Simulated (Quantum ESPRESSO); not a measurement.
# Dipole at the next field: H-CC-Cl chair, 1 layer

How the rows were computed: Quantum ESPRESSO 7.5, PBEsol, GBRV ultrasoft; sawtooth field along the normal with dipole correction, ions clamped, threshold 1e-9 Ry; cell area 6.596 Å².

| field (V/Å) | dipole (e Å a cell) |
| --- | --- |
| 0 | 0.07612 |
| 0.1 | 0.09236 |
| 0.2 | 0.10843 |

One more run was made and is withheld. What is the dipole at 0.3 V/Å, and what electrostatic thickness 4πα/A follows from the rows?

**Fit.** The slope is (0.10843 − (0.07612))/0.2 = 0.1616 e Å²/V, so 4πα/A = 180.95 × 0.1616/6.596 = 4.43 Å. Linear response gives p = 0.07612 + 0.1616 × (0.3) = 0.12459 e Å; a parabola through the three rows gives 0.12433.

What the calculation gave: p = 0.12435 e Å. The line misses by 0.5 % of the induced dipole and the parabola by 0.0 %. The response is linear over this range.

**Limits.** Electrons alone respond; local and semilocal functionals tend to overscreen.
